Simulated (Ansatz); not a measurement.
# Work function of Li(100): what the settings cost and change, part 2 of 2

Aim: the work function of Li(100) across levels of theory at one geometry.

Ansatz 0.2.0; plane-wave DFT, PBE, Ansatz PAW (the session's first sound run).

So far, work function, upper face (eV): step 2 (run, setting PBE, Ansatz PAW (420 eV)) 3.04; step 6 (r2SCAN) 3.03; step 7 (PBE JTH) 3.04; step 8 (PBE norm-conserving) 3.03; step 9 (LDA norm-conserving) 3.11.

**10. Run, setting PBE, all layers relaxed**

This step: plane-wave DFT, PBE, Ansatz PAW (Ansatz 0.2.0).

Input file input.yaml:

```yaml
crystal:
  lattice:
    - [3.49, 0.0, 0.0]
    - [0.0, 3.49, 0.0]
    - [0.0, 0.0, 28.47]
  atoms:
    - { symbol: Li, position: [0.0, 0.0, 0.3161222339] }
    - { symbol: Li, position: [0.5, 0.5, 0.3774148226] }
    - { symbol: Li, position: [0.0, 0.0, 0.4387074113] }
    - { symbol: Li, position: [0.5, 0.5, 0.5] }
    - { symbol: Li, position: [0.0, 0.0, 0.5612925887] }
    - { symbol: Li, position: [0.5, 0.5, 0.6225851774] }
    - { symbol: Li, position: [0.0, 0.0, 0.6838777661] }
kpoints:
  mp_grid: { grid: [12, 12, 1] }
hamiltonian:
  xc: pbe
scf:
  occupations: { method: fermi_dirac, width: 0.1 }
  convergence: { dr2_threshold: 1.0e-09 }
efield:
  axis: 3
  dipole_correction: true
  ramp_position: 0.97
  ramp_width: 0.06
relax:
  f_tol: 0.01
  max_steps: 40
output:
  write_potential: true
  write_density: true
  volumetric_format: npy
```

Started as:

```
ansatz run input.yaml --threads 2 --pin off --max-ram 3072MiB --backend cpu --events-out ev --progress --plain --runs-dir out
```

What it wrote:

```text
[...]
Crystal: 7 atoms, lattice volume = 346.767 Å³
Basis set: ecut = 420 eV, 6699 PW (Γ), exchange–correlation on 48×48×384 points (8 copies of the dense FFT grid, shifted against one another)
Bands: 18, of which v1, the nominal top of the filled ones, is band 11 counted from 1 (10 counted from 0)
Symmetry: 8 space group operations
k-points: 28 of 144
[...]
F+E_penalty+E_count = -1432.15095499 eV   max|allowed force component| = 4.503e-3 eV/Å
  atoms:
    - { symbol: Li, position: [0, 0.0, 0.322123] }
    - { symbol: Li, position: [0.5, 0.5, 0.383704] }
    - { symbol: Li, position: [0, 0.0, 0.441055] }
    - { symbol: Li, position: [0.5, 0.5, 0.500000] }
    - { symbol: Li, position: [0, 0.0, 0.558945] }
    - { symbol: Li, position: [0.5, 0.5, 0.616296] }
    - { symbol: Li, position: [0, 0.0, 0.677877] }
[key lines of the parts left out:]
SCF converged after 6 iterations
Free energy (F): -1432.150955 eV
Fermi energy:    -1.254962 eV
Dipole field:    D = 0.000000 V/Å  (p = 0.000000 e·Å, saw-weighted, corrected)
Work function:   Φ+ = 3.0057 eV   Φ− = 3.0057 eV
```

Wall time 27 s (2 threads of Intel Xeon 6975P-C (Granite Rapids), shared host); peak memory 0.55 GiB; 49 s of CPU time.

The relaxation took 4 steps and lowered the energy by 0.011 eV; the largest force on the free atoms ends at 0.0045 eV/Å.

The work function is 3.006 eV, -0.030 eV from the run “PBE, Ansatz PAW (420 eV)”, at 2.5 times its CPU time.

**11. The series together**

Times are for 2 threads of Intel Xeon 6975P-C (Granite Rapids), shared host. The series side by side:

| no. | setting | work function, upper face (eV) | time | memory (GiB) |
| --- | --- | --- | --- | --- |
| 1 | PBE, Ansatz PAW (420 eV) | 3.036 | 10 s | 0.57 |
| 2 | LDA, Ansatz PAW (420 eV) | 3.116 | 11 s | 0.55 |
| 3 | PBEsol, Ansatz PAW (420 eV) | 3.058 | 11 s | 0.58 |
| 4 | RPBE, Ansatz PAW (420 eV) | 2.993 | 11 s | 0.57 |
| 5 | r2SCAN, Ansatz PAW (500 eV) | 3.028 | 25 s | 0.73 |
| 6 | PBE, JTH PAW (1170 eV) | 3.035 | 69 s | 1.7 |
| 7 | PBE, norm-conserving (1034 eV) | 3.035 | 54 s | 1.2 |
| 8 | LDA, norm-conserving (1007 eV) | 3.115 | 47 s | 1.2 |
| 9 | PBE, all layers relaxed | 3.006 | 27 s | 0.55 |

**12. Varying the input**

An input spoilt on purpose, to show how the run answers: it repeats the earlier run “PBE, Ansatz PAW (420 eV)” with efield.amplitude to 5.0, and scf.max_iter set to 60; its output block differs too.

input.yaml: that of step 10 with these lines changed.

```diff
@@ -20,2 +20,3 @@
   convergence: { dr2_threshold: 1.0e-09 }
+  max_iter: 60
 efield:
@@ -25,5 +26,3 @@
   ramp_width: 0.06
-relax:
-  f_tol: 0.01
-  max_steps: 40
+  amplitude: 5.0
 output:
```

What it wrote:

```text
[...]
Crystal: 7 atoms, lattice volume = 346.767 Å³
Basis set: ecut = 420 eV, 6699 PW (Γ)
Bands: 18, of which v1, the nominal top of the filled ones, is band 11 counted from 1 (10 counted from 0)
Symmetry: 8 space group operations
k-points: 28 of 144
[...]
SCF iter   1: F=—  HF=-1446.767520 eV  |F-HF|=—  |Δ(HF+E_count)|=         —  Δρ=1.35e-2  dr2=3.08e1  ethr=3.10e-3  p=4.523 e·Å  D=2.36e0 V/Å  ΔV_dip=-67.20 eV  dr2_dipole=1.32e-1  V_vac-E_F(+/−)=41.19/2.13 eV  ⟨swp⟩=17.3  Hψ=6016  notcnv=0
[...]
SCF iter  12: F=-1443.838906 eV  HF=-1443.838906 eV  |F-HF|=4.14e-10  |Δ(HF+E_count)|=   1.98e-9  Δρ=1.17e-7  dr2=8.04e-11  ethr=4.76e-12  p=4.633 e·Å  D=2.42e0 V/Å  ΔV_dip=-68.83 eV  dr2_dipole=1.16e-11  V_vac-E_F(+/−)=35.94/-0.99 eV  ⟨swp⟩=16.9  Hψ=3817  notcnv=0
WARN: efield: at this solve's end the planar-averaged density reaches 9.79e-3 e/Å³ inside the ramp window [0.9349, 0.2116] (bound 1e-5 e/Å³); the window's nearer edge stands 2.98 Å from this solve's nearest atom along the axis. Its free energy, forces, stress, dipole, levels and responses can be off, and this figure does not tell by how much. The cell may have no vacuum along `efield.axis`. A short vacuum, a low `basis.ecutwfc` or `basis.ecutrho_ratio` and negative occupations (`scf.occupations.method`) can put density there. See the manual's quickstart, § The vacuum guard
SCF 1 converged in 12 iterations: F = -1443.838906 eV  dr2 = 8.04e-11
[...]
SCF converged after 12 iterations
Free energy (F): -1443.838906 eV
[...]
Internal energy: -1443.716708 eV  (E = F + TS)
E sigma→0 (E₀):  -1443.777807 eV
Entropy (-TS):   -0.122198 eV (-17.457 meV/atom)
Fermi energy:    -3.148529 eV
Dipole field:    D = 2.417794 V/Å  (p = 4.633359 e·Å, saw-weighted, corrected)
Work function:   not extracted (applied field tilts the vacuum); planar V_es + V_field profile in the machine report
[...]
Vacuum region:   at the solve's end the planar-averaged density reaches 9.79e-3 e/Å³ inside the ramp window [0.9349, 0.2116] (bound 1e-5 e/Å³)
[...]
--- Band table (eV; the first three rows and the last of 28) ---
  k-point 0: bands = [... 7 lower, -6.5063, -6.0739, -5.3548, -4.5200, -3.5887, -2.2452, -0.7191, 0.7104, ... 3 higher]
  k-point 1: bands = [... 7 lower, -6.4415, -6.0089, -5.2886, -4.4499, -3.5219, -2.1881, -0.6786, 0.7076, ... 3 higher]
  k-point 2: bands = [... 7 lower, -6.2468, -5.8141, -5.0912, -4.2417, -3.3251, -2.0306, -0.6355, 0.0671, ... 3 higher]
  k-point 27: bands = [... 7 lower, -2.7014, -2.7014, -2.1530, -2.1530, -1.2002, -1.2002, -0.0799, -0.0399, ... 3 higher]
```

The job ended after 21 s (2 threads; peak memory 0.53 GiB; 41 s of CPU time).

In so strong a field the program warns of density in the ramp of the sawtooth; these numbers are not the system's.

**13. What came out**

```json
{"work function, PBE, Ansatz PAW (420 eV)": "3.036 eV", "work function, LDA, Ansatz PAW (420 eV)": "3.116 eV", "work function, RPBE, Ansatz PAW (420 eV)": "2.993 eV", "work function, r2SCAN, Ansatz PAW (500 eV)": "3.028 eV", "work function, PBE, all layers relaxed": "3.006 eV"}
```

PBE on the default files gives 3.04 eV, and the settings tried spread the value from 2.99 to 3.12 eV. At one geometry LDA lies 0.08 eV above PBE. The choice of pseudopotentials moves the PBE value by 0.001 eV. Relaxing the layers changes it by -0.030 eV. The ladder's slabs use the tabulated experimental lattice constant (two decimals; a low-temperature value for the alkali metals).

[Long decimals in the printed logs are rounded to 6 places.]

[Logs are printed without paths, hosts, clocks, repeated set-up lines and the standing remarks that a program may print on its own settings, such as how far it seeks lower states.]

[Hosts, paths, dates, database ids (printed as entryN), source tags and the programs' standing remarks are cut or masked in the printed files.]

[Maps of the electrostatic potential energy from Ansatz leave out the sawtooth potential of an applied field or a dipole correction, so their vacuum need not be flat; planar profiles and work functions include it.]
